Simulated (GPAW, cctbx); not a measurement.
## By hand: from a DFT structure factor to an extinction distance in Y2Ti

Y2Ti, P6_3/mmc (no. 194), a = 5.2387 Å, b = 5.2387 Å, c = 6.7860 Å, α = 90.00°, β = 90.00°, γ = 120.00°.

| atom | mult. | x | y | z |
| --- | --- | --- | --- | --- |
| Y1 | 2 | 2/3 | 1/3 | 1/4 |
| Y2 | 2 | 0 | 0 | 1/2 |
| Ti1 | 2 | 2/3 | 1/3 | 3/4 |

The cell comes from substitution in a known structure type and wasn't matched to any measured phase.

A DFT run (GPAW, PBE, 450 eV, 5×5×4 k-points (along the axes of the calculation cell), Fermi–Dirac width 0.1 eV) gives the static X-ray structure factor of 002 as 35.682 e for the conventional cell; superposed free atoms give 35.413 e. **Problem.** Find the Fourier component V of the crystal potential and the two-beam extinction distance at 80 kV in both cases.

## Step 1: Geometry

The cell volume is Ω = 161.29 Å³ and d(002) = 3.3930 Å, so g = 1/d = 0.2947 Å⁻¹.

## Step 2: The nuclei

Electrons feel nuclei as well as electrons, so the nuclear charges are summed with the same phases.

Phase sums Σ exp(2πi h·x), turned so that the total is real and positive: Y 0.000, Ti +2.000. Then F_Z = 39 × (0.000) + 22 × (+2.000) = 44.00 e. The electron term has the same sign for this reflection.

## Step 3: Mott–Bethe

Poisson's equation, term by term, gives V = (e/4πε₀)(F_Z − F)/(πΩg²), with e/4πε₀ = 14.3996 V Å.

The prefactor is 14.3996 × 3.3930²/(π × 161.29) = 0.32717 V per electron. Free atoms: (44.00 − 35.413) × 0.32717 = 2.809 V. Crystal: (44.00 − 35.682) × 0.32717 = 2.721 V. F changes by +0.76 % and V by -3.1 %: the same 0.27 e is measured against F_Z − F = 8.6 e in place of F = 35.4 e.

## Step 4: Extinction distance

In the two-beam case ξ = 1/(λU) with U = 2γm₀eV/h², that is ξ = 150.41 V Å²/(γλV).

At 80 kV, λ = 0.04176 Å and γ = 1.1566. Free atoms: ξ = 1109 Å. Crystal: ξ = 1144 Å. The thickness fringes go as sin²(πt/ξ), so the two patterns slip by a quarter of a period when t|1/ξ₁ − 1/ξ₀| = 1/4, at t ≈ 885 nm, thicker than usual samples. Thermal motion, absorption and many-beam coupling, left out here, change a real pattern.

## Step 5: Answer

V(002) is 2.72 V against 2.81 V, and ξ is 1144 against 1109 Å. Limits: static atoms, two beams.
